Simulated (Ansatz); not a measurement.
# Ge chain started as a dimerised line: one chain at several levels of theory, part 4 of 4

How many channels does the Ge chain started as a dimerised line carry, and how sure is the answer?

Ansatz 0.2.0; DFT PBE, plane waves, PAW; relaxation of a chain's period (the session's first sound run).

So far. Step 11 (The relaxed wire, cutoff 1080 eV): The cell's length comes to 4.716 Å, +0.0 % against the first run, with no moment. The two atoms stand evenly on a line, so the true period is half of it. Step 12 (Relaxing the period): The cell's length comes to 4.714 Å, +0.0 % against the first run, with spin left out. The two atoms stand evenly on a line, so the true period is half of it.

## 14. With spin-orbit coupling

This step: DFT PBE, plane waves, fully relativistic PAW; channels of a perfect chain with spin-orbit coupling (Ansatz 0.2.0).

Spin-orbit coupling mixes the spins and splits bands that cross or touch without it, so it can open or close channels. Fully relativistic datasets take the place of the scalar ones. The window is narrow, since spinor matrices are twice as large.

input.yaml reads:

```yaml
crystal:
  lattice:
    - [7.5, 0.0, 0.0]
    - [0.0, 7.5, 0.0]
    - [0.0, 0.0, 4.7142850321]
  atoms:
    - { symbol: Ge, position: [0.5, 0.5, 0.975002319] }
    - { symbol: Ge, position: [0.5, 0.5, 0.474997681] }
kpoints:
  mp_grid: { grid: [1, 1, 17] }
  band_path: { path: ["Γ", Z], npoints: 60 }
scf:
  occupations: { method: fermi_dirac, width: 0.05 }
hamiltonian:
  xc: pbe
  pseudopotentials: { kind: paw_fr }
output:
  transmission:
    e_range: [-0.42, 0.42]
    de: 0.035
    kmesh: [1, 1]
    reduced_basis: false
    leads: [[0, 0]]
magnetization:
  noncollinear: true
  spin_orbit: true
```

Command:

```sh
$ ansatz run input.yaml --threads 4 --pin off --max-ram 8192MiB --backend cpu --events-out ev --progress --plain --runs-dir out
```

Numbers of over 12 decimals in the logs are rounded to 6 here.

The program printed:

```text
[...]
non-collinear run that drives no moment, with spin-orbit: no starting moment large enough to seed its density (crystal.atoms[].spin), no starting occupations that ask for one, no magnetisation constraint and no magnetic field, so the semilocal B_xc is pinned to zero
Crystal: 2 atoms, lattice volume = 265.179 Å³
Basis set: ecut = 420 eV, 5191 PW (Γ)
Bands: 36, of which v1, the nominal top of the filled ones, is band 28 counted from 1 (27 counted from 0)
Symmetry: 32 space group operations + 32 with time reversal
[...]
k-points: 9 of 17
Projection manifold: j_resolved (fully-relativistic pseudo-atomic orbitals)
[...]
SCF iter   1: F=—  HF=-8587.199550 eV  |F-HF|=—  |Δ(HF+E_count)|=         —  Δρ=8.79e-3  dr2=3.21e-1  dr2_m=0.00e0 (ungated)  ethr=1.13e-3  |M|=0.00e0 ∫|m|=0.00e0 μB  |m|>n=0.0e0 m-floor=0.0e0 τ_xc=0.0e0  β_m=1.00  ⟨swp⟩=1.2  Hψ=1081  notcnv=0
[...]
spin=Noncollinear: LDOS preconditioning applied to the charge; magnetization (m_x, m_y, m_z) channels mix plain (no charge-response kernel on spin).
SCF iter   2: F=—  HF=-8587.073045 eV  |F-HF|=—  |Δ(HF+E_count)|=   1.27e-1  Δρ=2.74e-3  dr2=1.64e-2  dr2_m=0.00e0 (ungated)  ethr=1.13e-3  |M|=0.00e0 ∫|m|=0.00e0 μB  |m|>n=0.0e0 m-floor=0.0e0 τ_xc=0.0e0  β_m=0.95  ⟨swp⟩=2.8  Hψ=248  notcnv=0
[...]
SCF iter   8: F=-8587.078797 eV  HF=-8587.078797 eV  |F-HF|=8.37e-10  |Δ(HF+E_count)|=   1.02e-7  Δρ=4.74e-7  dr2=8.45e-10  dr2_m=0.00e0 (ungated)  ethr=3.57e-10  |M|=0.00e0 ∫|m|=0.00e0 μB  |m|>n=0.0e0 m-floor=0.0e0 τ_xc=0.0e0  ⟨swp⟩=8.1  Hψ=535  notcnv=0
SCF 1 converged in 8 iterations: F = -8587.078797 eV  dr2 = 8.45e-10
[...]
transmission: 6 of 6 steps passed
SCF converged after 8 iterations
Magnetization: |M| = 0.0000 μB,  M = (+0.0000, +0.0000, +0.0000) μB
Absolute magnetization: 0.0000 μB (∫|m|)
  site 0: m = (+0.0000, +0.0000, +0.0000) μB, |m| = 0.0000 μB  (R = 0.97 Å)
  site 1: m = (+0.0000, +0.0000, +0.0000) μB, |m| = 0.0000 μB  (R = 0.97 Å)
Free energy (F): -8587.078797 eV
[...]
Internal energy: -8587.066013 eV  (E = F + TS)
E sigma→0 (E₀):  -8587.072405 eV
Entropy (-TS):   -0.012784 eV (-6.392 meV/atom)
Fermi energy:    -2.603972 eV
[...]
--- Band table (eV; the first three rows and the last of 9) ---
  k-point 0: bands = [... 24 lower, -5.6527, -5.6527, -3.7765, -3.7765, -3.6550, -3.6550, 0.8072, 0.8072, ... 4 higher]
  k-point 1: bands = [... 24 lower, -4.8953, -4.8953, -3.7520, -3.7520, -3.6305, -3.6305, 0.8301, 0.8301, ... 4 higher]
  k-point 2: bands = [... 24 lower, -4.0132, -4.0132, -3.6787, -3.6787, -3.5571, -3.5571, 0.8986, 0.8986, ... 4 higher]
  k-point 8: bands = [... 24 lower, -2.2436, -2.2436, -2.1168, -2.1168, -1.8488, -1.8488, -1.7197, -1.7197, ... 4 higher]
--- Transmission ---
  basis      : 497 plane waves across, 6 finite elements along
  points     : 1, standing for a mesh of 1 x 1
[...]
crystal 0  : Ge2, at the sites [0, 0], period 4.7143 Å: whole cells are its period
[...]
filled         : 8.9 meV over the level at which it is neutral
    channels       : 6.000000e0 of both spins
[...]
```

The job ended after 5.4 min (4 threads of Arm Neoverse V2, shared host; peak memory 3.9 GiB; 18 min of CPU time).

Numbers from this step:

| Property | Result |
| --- | --- |
| energy at zero smearing | -8587.0724 eV |
| channels at the energy nearest the Fermi level, both spins | 6 |

The open channels of the lead, both spins stays at 6 for energy from -0.42 to 0.42 eV.

The slowest values at each energy, most degenerate partners merged, listed up to 1.5 1/Å. The Im kz of the slowest decaying states by energy, zero at the Fermi level:

| energy (eV) | decay 1 (Å⁻¹) | decay 2 (Å⁻¹) | decay 3 (Å⁻¹) | decay 4 (Å⁻¹) |
| --- | --- | --- | --- | --- |
| -0.420 | 1.01 | 1.20 | 1.34 | 1.36 |
| -0.385 | 1.01 | 1.19 | 1.34 | 1.35 |
| -0.350 | 1.00 | 1.19 | 1.33 | 1.35 |
| -0.280 | 0.993 | 1.18 | 1.33 | 1.34 |
| -0.245 | 0.989 | 1.18 | 1.32 | 1.34 |
| -0.210 | 0.984 | 1.17 | 1.32 | 1.34 |
| -0.175 | 0.979 | 1.17 | 1.32 | 1.33 |
| -0.140 | 0.974 | 1.16 | 1.31 | 1.33 |
| -0.070 | 0.965 | 1.16 | 1.31 | 1.32 |
| -0.035 | 0.960 | 1.15 | 1.30 | 1.32 |
| 0.000 | 0.955 | 1.15 | 1.30 | 1.32 |
| 0.035 | 0.950 | 1.14 | 1.29 | 1.31 |
| 0.070 | 0.945 | 1.14 | 1.29 | 1.31 |
| 0.140 | 0.935 | 1.13 | 1.28 | 1.30 |
| 0.175 | 0.930 | 1.13 | 1.28 | 1.30 |
| 0.210 | 0.925 | 1.12 | 1.28 | 1.30 |
| 0.245 | 0.920 | 1.12 | 1.27 | 1.29 |
| 0.280 | 0.915 | 1.12 | 1.27 | 1.29 |
| 0.350 | 0.905 | 1.11 | 1.26 | 1.28 |
| 0.385 | 0.899 | 1.10 | 1.26 | 1.28 |
| 0.420 | 0.894 | 1.10 | 1.25 | 1.27 |

The electronic bands at the labelled points (eV, zero at the Fermi level):

| point | band 25 | band 26 | band 27 | band 28 | band 29 | band 30 | band 31 | band 32 |
| --- | --- | --- | --- | --- | --- | --- | --- | --- |
| Γ | -3.05 | -3.05 | -1.17 | -1.17 | -1.05 | -1.05 | 3.41 | 3.41 |
| halfway | -0.73 | -0.73 | -0.61 | -0.61 | 0.74 | 0.74 | 2.55 | 2.55 |
| Z | 0.55 | 0.55 | 0.55 | 0.55 | 0.68 | 0.68 | 0.68 | 0.68 |

At the computed energy nearest the Fermi level there are 6 spinor channels, and the thermal average gives 3.00 G₀.

## 15. A repeat with changed settings

This step: DFT PBE, plane waves, PAW; channels and complex bands of a perfect chain; changed: kpoints.mp_grid.grid = [1, 1, 6] (Ansatz 0.2.0).

The atoms of the run on the perfect lead (PBE) are kept and the input is varied, to see whether the result depends on it. The ELF is not written this time.

input.yaml, the sections that differ from step 14:

```yaml
kpoints:
  mp_grid: { grid: [1, 1, 6] }
  band_path: { path: ["Γ", Z], npoints: 60 }
hamiltonian:
  xc: pbe
output:
  transmission:
    e_range: [-2, 2]
    de: 0.035
    kmesh: [1, 1]
    reduced_basis: true
    leads: [[0, 0]]
  dos: { projected: true, e_range: [-6, 4] }
  write_potential: true
  write_density: true
  volumetric_format: npy
# crystal, scf: as in step 14
# magnetization: removed
```

The program printed:

```text
[...]
Crystal: 2 atoms, lattice volume = 265.179 Å³
Basis set: ecut = 420 eV, 5191 PW (Γ)
Bands: 18, of which v1, the nominal top of the filled ones, is band 14 counted from 1 (13 counted from 0)
Symmetry: 32 space group operations
[...]
k-points: 4 of 6
[...]
SCF iter   1: F=—  HF=-8586.850867 eV  |F-HF|=—  |Δ(HF+E_count)|=         —  Δρ=2.38e-3  dr2=2.68e-2  ethr=1.77e-3  ⟨swp⟩=5.5  Hψ=323  notcnv=0
[...]
SCF iter   7: F=-8586.844616 eV  HF=-8586.844616 eV  |F-HF|=2.62e-9  |Δ(HF+E_count)|=   1.24e-7  Δρ=8.03e-7  dr2=1.89e-9  ethr=2.21e-10  ⟨swp⟩=1.0  Hψ=176  notcnv=0
SCF 1 converged in 7 iterations: F = -8586.844616 eV  dr2 = 1.89e-9
[...]
transmission: 6 of 36 steps passed
transmission: 12 of 36 steps passed
[...]
transmission: 36 of 36 steps passed
[...]
SCF converged after 7 iterations
Free energy (F): -8586.844616 eV
[...]
Internal energy: -8586.806613 eV  (E = F + TS)
E sigma→0 (E₀):  -8586.825614 eV
Entropy (-TS):   -0.038004 eV (-19.002 meV/atom)
Fermi energy:    -2.793238 eV
[...]
--- Band table (eV) ---
  k-point 0: bands = [... 10 lower, -12.3585, -5.6459, -5.5281, -3.6269, -3.6269, 0.8107, 1.7579, 1.7579]
  k-point 1: bands = [... 10 lower, -12.1786, -7.6967, -3.4309, -3.4309, -3.0901, 0.8385, 0.8385, 0.9942]
  k-point 2: bands = [... 10 lower, -11.6343, -9.4051, -2.8485, -2.8485, -0.6243, -0.6243, -0.2431, 1.5400]
  k-point 3: bands = [... 10 lower, -10.7144, -10.7144, -1.8987, -1.8987, -1.8987, -1.8987, 2.2923, 2.2923]
--- Transmission ---
  basis      : 497 plane waves across, 6 finite elements along
  points     : 1, standing for a mesh of 1 x 1
[...]
crystal 0  : Ge2, at the sites [0, 0], period 4.7143 Å: whole cells are its period
[...]
filled         : 277.4 meV under the level at which it is neutral
    channels       : 3.000000e0 a spin
[...]
```

It took 13 s on 4 threads; peak memory 0.5 GiB; 47 s of CPU time.

Residual by cycle:

cycle, log10 residual and a bar from the least value:
```
        1       -1.6 ##############################
        2       -2.5 ##########################
        3       -2.7 #########################
        4       -3.7 #####################
        5       -5.6 #############
        6       -7.2 ######
        7       -8.7
```

The run finished with changed settings (kpoints.mp_grid.grid = [1, 1, 6]); it serves as a test.

## 16. Outcome

```yaml
cell_length_pbe: 4.714 Å
cell_length_lda: 4.625 Å
cell_length_pbesol: 4.666 Å
cell_length_r2scan: 4.663 Å
cell_length_pbe_jth_files: 4.716 Å
cell_length_pbe_no_spin: 4.714 Å
conductance_pbe: 3.00 G₀
conductance_lda: 3.00 G₀
conductance_pbesol: 3.00 G₀
conductance_r2scan: 3.00 G₀
conductance_with_spin_orbit_coupling: 3.00 G₀
```

**Reading.** Under PBE the cell's length is 4.71 Å, no moment survives, and it is a metal with 3 channels a spin next to the Fermi level, 3.00 G₀ at 300 K. The cell's length spans 1.9 % over the functionals, shortest under LDA and longest under PBE. A perfect wire passes every open channel, so the conductance counts half a G₀ for each forward-moving state at the Fermi level, spin by spin. At the relaxed period it is a straight line with bonds of 2.36 Å, as the straight start enforces by symmetry. Transport is coherent and elastic here: the atoms are frozen, so scattering by vibrations plays no part.

[Logs are printed without paths, hosts, clocks, repeated set-up lines and the standing remarks that a program may print on its own settings, such as how far it seeks lower states.]

[Hosts, paths, dates, database ids (printed as entryN), source tags and the programs' standing remarks are cut or masked in the printed files.]
